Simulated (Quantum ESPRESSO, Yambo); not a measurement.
# Quasiparticle gap of SrTiO3 (Tausonite) in Yambo, part 2 of 3

Wanted: ground state, empty states, screening and self-energy for SrTiO3 (Tausonite).

Quantum ESPRESSO 7.5 and Yambo 5.3.0; PBE and many-body steps on it, plane waves. Known limits of the many-body steps: not at the basis limit; no spin-orbit coupling; coarse k mesh.

So far. Step 2 (Ground state): The gap is indirect, with the least direct gap 0.36 eV higher. Step 3 (Bands along the symmetry lines): The gap is 1.908 eV, as in the run before at this level.

## 4. Empty states on the mesh, 4×4×4 mesh, 268 bands

Level of this step: DFT, PBE, plane waves, norm-conserving pseudopotentials (Quantum ESPRESSO).

The sums over transitions need many empty states on a uniform mesh; this step solves for them.

Input file pw.in:

```
&control
  calculation = 'nscf'
  prefix = 'x'
  outdir = 'o'
  pseudo_dir = 'pseudo'
/
&system
  ibrav = 0
  nat = 5
  ntyp = 3
  ecutwfc = 76.0
  nbnd = 268
  force_symmorphic = .true.
/
&electrons
  conv_thr = 1e-9
  electron_maxstep = 80
  diago_full_acc = .true.
  diago_thr_init = 5e-6
/
ATOMIC_SPECIES
  Sr 87.62 Sr.upf
  Ti 47.867 Ti.upf
  O 15.999 O.upf
CELL_PARAMETERS angstrom
  3.9052800000 0.0000000000 0.0000000000
  0.0000000000 3.9052800000 0.0000000000
  0.0000000000 0.0000000000 3.9052800000
ATOMIC_POSITIONS crystal
  Sr 0.5000000000 0.5000000000 0.5000000000
  Ti 0.0000000000 0.0000000000 0.0000000000
  O 0.5000000000 0.0000000000 0.0000000000
  O 0.0000000000 0.5000000000 0.0000000000
  O 0.0000000000 0.0000000000 0.5000000000
K_POINTS automatic
  4 4 4 0 0 0
```

Launch:

```
$ OMP_NUM_THREADS=1 mpirun -n 4 pw.x -nk 4 -in pw.in > pw.out
```

The program printed:

```text
[banner, memory and clock lines left out]
Program PWSCF v.7.5 starts

     Atomic positions and unit cell read from directory:
     o/x.save/

     Message from routine setup:
     using ibrav=0 with symmetry is DISCOURAGED, use correct ibrav instead

     G-vector sticks info

     bravais-lattice index     =            0
     lattice parameter (alat)  =       7.3799  a.u.
     unit-cell volume          =     401.9325 (a.u.)^3
     number of atoms/cell      =            5
     number of atomic types    =            3
     number of electrons       =        40.00
     number of Kohn-Sham states=          268
     kinetic-energy cutoff     =      76.0000  Ry
     charge density cutoff     =     304.0000  Ry
     Exchange-correlation= PBE
                           (   1   4   3   4   0   0   0)

     celldm(1)=   7.379910  celldm(2)=   0.000000  celldm(3)=   0.000000
     celldm(4)=   0.000000  celldm(5)=   0.000000  celldm(6)=   0.000000

     crystal axes: (cart. coord. in units of alat)
               a(1) = (   1.000000   0.000000   0.000000 )
               a(2) = (   0.000000   1.000000   0.000000 )
               a(3) = (   0.000000   0.000000   1.000000 )

     reciprocal axes: (cart. coord. in units 2 pi/alat)
               b(1) = (  1.000000  0.000000  0.000000 )
               b(2) = (  0.000000  1.000000  0.000000 )
               b(3) = (  0.000000  0.000000  1.000000 )
     Pseudo is Norm-conserving + core correction, Zval = 10.0
     Generated using ONCVPSP code by D. R. Hamann
     Using radial grid of 1834 points,  6 beta functions with:
     Pseudo is Norm-conserving + core correction, Zval = 12.0
     Generated using ONCVPSP code by D. R. Hamann
     Using radial grid of 1586 points,  6 beta functions with:
     Pseudo is Norm-conserving + core correction, Zval =  6.0
     Generated using ONCVPSP code by D. R. Hamann
     Using radial grid of  936 points,  5 beta functions with:
     Sr               10.00    87.62000     Sr( 1.00)
     Ti               12.00    47.86700     Ti( 1.00)
     O                 6.00    15.99900     O ( 1.00)

     48 Sym. Ops., with inversion, found

   Cartesian axes

     site n.     atom                  positions (alat units)
         1        Sr     tau(   1) = (   0.5000000   0.5000000   0.5000000  )
         2        Ti     tau(   2) = (   0.0000000   0.0000000   0.0000000  )
         3        O      tau(   3) = (   0.5000000   0.0000000   0.0000000  )
         4        O      tau(   4) = (   0.0000000   0.5000000   0.0000000  )
         5        O      tau(   5) = (   0.0000000   0.0000000   0.5000000  )

     number of k points=    10
                       cart. coord. in units 2pi/alat
        k(    1) = (   0.0000000   0.0000000   0.0000000), wk =   0.0312500
        k(    2) = (   0.0000000   0.0000000   0.2500000), wk =   0.1875000
        k(    3) = (   0.0000000   0.0000000  -0.5000000), wk =   0.0937500
[...]
k(    9) = (   0.2500000  -0.5000000  -0.5000000), wk =   0.1875000
        k(   10) = (  -0.5000000  -0.5000000  -0.5000000), wk =   0.0312500

     Dense  grid:    36041 G-vectors     FFT dimensions: (  45,  45,  45)

     The potential is recalculated from file :
     o/x.save/charge-density

     Starting wfcs are   27 randomized atomic wfcs +  241 random wfcs

     Band Structure Calculation

     End of band structure calculation

          k = 0.0000 0.0000 0.0000 (  4457 PWs)   bands (ev):

   -46.3527 -22.6721 -22.6271 -22.6271 -22.6271  -7.3121  -6.3299  -6.3299
    -4.6610  -4.6610  -4.6610   7.2355   7.2355   7.2355   8.8811   8.8811
     8.8811   9.6918   9.6918   9.6918  11.9546  11.9546  11.9546  14.4348
[...]
[... 22 further rows ...]
[...]
148.8334 148.8334 148.8334 149.0274

          k = 0.0000 0.0000 0.2500 (  4504 PWs)   bands (ev):

[...]
[... 22 further rows ...]
[...]
146.6872 147.2828 147.8745 147.8746

          k = 0.0000 0.0000-0.5000 (  4484 PWs)   bands (ev):

[...]
54.5449  54.7979  54.8855  54.8855  55.5068  56.1918  56.1918  57.6651
     [... 22 further rows ...]
   144.1212 144.1737 144.1737 145.7108 145.7108 146.3934 146.4145 146.4708
   146.6357 147.1518 147.1588 147.1588

          k = 0.0000 0.2500 0.2500 (  4514 PWs)   bands (ev):

     [... further k-points ...]

     highest occupied, lowest unoccupied level (ev):    10.0469   11.9546

     XML data file, pseudopotentials, collected wavefunctions
```

The job ended after 44 s (4 MPI ranks of Arm Neoverse V1, shared host; peak memory 0.65 GiB).

Numbers from this step:

```yaml
gap: 1.908 eV
k_of_the_valence_top: -0.5, -0.5, -0.5
k_of_the_conduction_bottom: 0, 0, 0
least_direct_gap: 2.263 eV
k_points_computed: 10
lowest_point_of_the_top_converged_band_above_the_valence_top: 135.2067 eV
```

On this mesh the gap is 1.908 eV.

## 5. Conversion and set-up

This step: Yambo 5.3.0; conversion and set-up on PBE, plane waves, norm-conserving pseudopotentials.

The states are converted to the many-body program's format and the q mesh is built.

Launch:

```
$ (cd o/x.save; p2y > p2y.log; mv SAVE ../..); yambo > setup.log
```

The program printed:

```text
 Yambo, version 5.3.0

 [02] CORE Variables Setup
 =========================

  [02.01] Unit cells
  ==================

  Cell kind             :  CUB
  Atoms in the cell     :  Sr  Ti  O
  number of Sr atoms    :  1
  number of Ti atoms    :  1
  number of O  atoms    :  3

  List of atomic masses
  Mass of Sr    :  87.62000
  Mass of Ti    :  47.86700
  Mass of O     :  15.99900

  List of atomic coordinates    : [cc]
  Sr1       :  3.689955  3.689955  3.689955  order 1
  Ti1       :  0.000000  0.000000  0.000000  order 2
  O1       :  3.689955  0.000000  0.000000  order 3
  O2       :  0.000000  3.689955  0.000000  order 4
  O3       :  0.000000  0.000000  3.689955  order 5

  Alat factors          :  7.379910  7.379910  7.379910 [a.u.]
  Direct lattice volume :  401.9325 [a.u.]
  Direct lattice vectors:  A[ 1 ]  A[ 2 ]  A[ 3 ]
   A[ 1 ]:  1.000000  0.000000  0.000000  [iru]
   7.379910  0.000000  0.000000  [cc]
   A[ 2 ]:  0.000000  1.000000  0.000000  [iru]
   0.000000  7.379910  0.000000  [cc]
   A[ 3 ]:  0.000000  0.000000  1.000000  [iru]
   0.000000  0.000000  7.379910  [cc]

  Recip. lattice volume :  0.617144 [a.u.]
  Recip. lattice vectors:  B[ 1 ]  B[ 2 ]  B[ 3 ]
   B[ 1 ]:  1.000000  0.000000  0.000000  [iku]
   0.851391  0.000000  0.000000  [cc]
   B[ 2 ]:  0.000000  1.000000  0.000000  [iku]
   0.000000  0.851391  0.000000  [cc]
   B[ 3 ]:  0.000000  0.000000  1.000000  [iku]
   0.000000  0.000000  0.851391  [cc]

  [02.02] Symmetries
  ==================

  Inversion symmetry    : yes
  Spatial inversion     : yes
  Inversion index       :  25
  K-space Time-reversal : no
  Magnetic symmetries   : no
  Group table correct   : yes
  Symmetries units      :  [cc]

   [S  1]:  1.000000  0.000000  0.000000  0.000000  1.000000  0.000000  0.000000  0.000000  1.000000
   [S  2]: -1.000000  0.000000  0.000000  0.000000 -1.000000  0.000000  0.000000  0.000000  1.000000
   [S  3]: -1.000000  0.000000  0.000000  0.000000  1.000000  0.000000  0.000000  0.000000 -1.000000
[...]
[... 36 further rows ...]
   [S 47]:  0.000000  1.000000  0.000000  0.000000  0.000000 -1.000000  1.000000  0.000000  0.000000
   [S 48]:  0.000000 -1.000000  0.000000  0.000000  0.000000  1.000000  1.000000  0.000000  0.000000

  [02.03] Reciprocal space
  ========================

  nG shells         :   352
  nG charge         :   36041
  nG WFs            :   5739
  nC WFs            :   4632
  G-vecs. in first 35 shells:  [ Number ]
     1    7   19   27   33   57   81   93  123
    147   171   179   203   251   257   305   341   365
    389   437   461   485   515   587   619   691   739
    751   799   847   895   925   949  1021  1045
  ...
  Shell energy in first 35 shells:  [ mHa ]
    0.00000      362.433      724.866      1087.30      1449.73      1812.16      2174.60      2899.46      3261.90
[...]
Grid dimensions      :   4   4   4
  K lattice UC volume  :  0.009643 [a.u.]

  IBZ K-points                                      :  10
  BZ  K-points                                      :   64

  K/Q-points units:
  rlu = crystal or reduced units; cc = cartesian coordinates; iku = interal k-units

  K [ 1]         [rlu]:  0.000000  0.000000  0.000000
         WF components:   4457
  K [ 2]         [rlu]:  0.000000  0.000000  0.250000
         WF components:   4504
  K [ 3]         [rlu]:  0.000000  0.000000 -0.500000
         WF components:   4484
[...]
K [ 8]         [rlu]:  0.250000  0.250000 -0.500000
[...]
K [ 9]         [rlu]:  0.250000 -0.500000 -0.500000
         WF components:   4524
  K [10]         [rlu]: -0.500000 -0.500000 -0.500000
         WF components:   4632

  [02.05] Energies & Occupations
  ==============================

  [X] === General ===
  [X] Electronic Temperature                        :  0.000000  0.000000 [eV K]
  [X] Bosonic    Temperature                        :  0.000000  0.000000 [eV K]
  [X] Finite Temperature mode                       : no
  [X] El. density                                   :  0.67159E+24 [cm-3]
  [X] Fermi Level                                   :  10.04689 [eV]

  [X] === Gaps and Widths ===
  [X] Conduction Band Min                           :  1.907663 [eV]
  [X] Valence Band Max                              :  0.000000 [eV]
  [X] Filled Bands                                  :  20
  [X] Empty Bands                                   :   21  268
  [X] Direct Gap                                    :  2.262791 [eV]
  [X] Direct Gap localized at k                     :  1
  [X] Indirect Gap                                  :  1.907663 [eV]
  [X] Indirect Gap between kpts                     :  10   1
  [X] Last valence band width                       :  0.731989 [eV]
  [X] 1st conduction band width                     :  2.609048 [eV]

  E @ K [ 1]:  [eV]
  -56.39953 -32.71903 -32.67394 -32.67394 -32.67394 -17.35894 -16.37680 -16.37680
[...]
occ @ K [ 1]
[...]
E @ K [ 2]:  [eV]
[...]
occ @ K [ 2]
[...]
E @ K [ 3]:  [eV]
[...]
occ @ K [ 3]
[...]
E @ K [ 8]:  [eV]
[...]
occ @ K [ 8]
[...]
E @ K [ 9]:  [eV]
[...]
occ @ K [ 9]
[...]
E @ K [10]:  [eV]
[...]
occ @ K [10]
[...]
0.000000  0.000000  0.000000  0.000000  0.000000  0.000000  0.000000  0.000000
   0.000000  0.000000  0.000000  0.000000  0.000000  0.000000  0.000000  0.000000

 [03] Transferred momenta grid and indexing
 ==========================================

 IBZ Q-points                                      :  10
 BZ  Q-points                                      :   64

 K/Q-points units:
 rlu = crystal or reduced units; cc = cartesian coordinates; iku = interal k-units

 Q [ 1]         [rlu]:  0.000000  0.000000  0.000000
 Q [ 2]         [rlu]:  0.000000  0.000000  0.250000
 Q [ 3]         [rlu]:  0.000000  0.000000 -0.500000
[...]
Q [ 8]         [rlu]:  0.250000  0.250000 -0.500000
 Q [ 9]         [rlu]:  0.250000 -0.500000 -0.500000
 Q [10]         [rlu]: -0.500000 -0.500000 -0.500000

  [03.01] X indexes
  =================

   [03.01.01] Sigma indexes
   ========================

 [06] Game Over & Game summary
```

Elapsed: 3.3 s, on 1 MPI rank; peak memory 0.25 GiB.

(Continued in part 3 of 3.)

[Paths, hosts, dates, memory and timing lines, banners, echoed tables and standing remarks are left out of the program output.]

[Logs are printed without paths, hosts, clocks, repeated set-up lines and the standing remarks that a program may print on its own settings, such as how far it seeks lower states.]

[Runs of the session that timed out or met a known fault of the program may be left out.]

[Hosts, paths, dates, database ids (printed as entryN), source tags and the programs' standing remarks are cut or masked in the printed files.]
